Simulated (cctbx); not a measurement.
## Lattice, Laue class and space group of a new crystal

Cell: a = 4.6580 Å, b = 4.6580 Å, c = 12.0990 Å, α = 90.00°, β = 90.00°, γ = 90.00°. Expected content of the cell: Tl4 Lu2 Sn4.

Simulated single-crystal data (cctbx): Mo Kα, λ = 0.71073 Å, to d = 0.77 Å, 70 % of the full sphere, strongest reflection 70000 counts, noise from counting, a 1.5 % proportional error and a noise floor of 2 counts (s.d.); no absorption, some extinction.

Tests on the unmerged data give:

```text
1656 reflections to d = 0.770 A
centring   violations  <I/sigma> of those
    A        419 of   829     18.8
    B        417 of   827     19.1
    C        390 of   818     14.3
    I          0 of   819      0.0
    R        544 of  1107     18.7
    F        613 of  1237     17.4
Laue class    unique    Rint  (classes that these axes allow; Friedel mates merged)
I 1 2/m 1         330   0.012
I 1 1 2/m         311   0.011
I 2/m 1 1         331   0.012
I m m m           197   0.013
I 4/m             162   0.013
I 4/m m m         114   0.013
space group    extra absences  I>4sigma  <I/sigma>
I 4 2 2                 0          0         -  acentric
I 4 m m                 0          0         -  acentric
I -4 m 2                0          0         -  acentric
I -4 2 m                0          0         -  acentric
I 4/m m m               0          0         -  centric
Wilson B = 1.11 A^2   <|E^2-1|> = 0.740 (0.968 centric, 0.736 acentric)   E^2>4: 0.9 %
shell (A)         n   <I/sigma>
 6.05 - 1.53     20     95.9
 1.53 - 1.22     15     95.6
 1.22 - 1.07     16     95.6
 1.07 - 0.97     12     89.8
 0.97 - 0.90     15     92.0
 0.90 - 0.85     11     82.8
 0.85 - 0.80     13     93.1
 0.80 - 0.77     12     73.1
```

**Question.** What are the lattice type, the Laue class and the likely space group?

The reflections that I centring forbids are absent (⟨I/σ⟩ near 0), so the lattice is I.

Rint stays low (0.011 to 0.013) up to I 4/m m m, the highest class in these axes.

5 settings pass the absence test. No glide or screw absences show, which leaves I 4 2 2, I 4 m m, I -4 m 2, I -4 2 m and I 4/m m m.

⟨|E²−1|⟩ = 0.740 leans to a non-centrosymmetric structure. Here that hint misleads: the statistic assumes many like atoms on general positions, and few, heavy or special-position atoms break it. The Wilson B of 1.11 Å² means U ≈ 0.0141 Å².

The true group is I4/mmm (no. 139), Laue class 4/mmm, centrosymmetric. The tables only narrow the choice to the tied entries; cell content, site symmetry and trial solutions must settle it.

This is a model crystal, built by substitution and not relaxed, with assumed displacement parameters.

[Logs are printed without paths, hosts, clocks, repeated set-up lines and the standing remarks that a program may print on its own settings, such as how far it seeks lower states.]
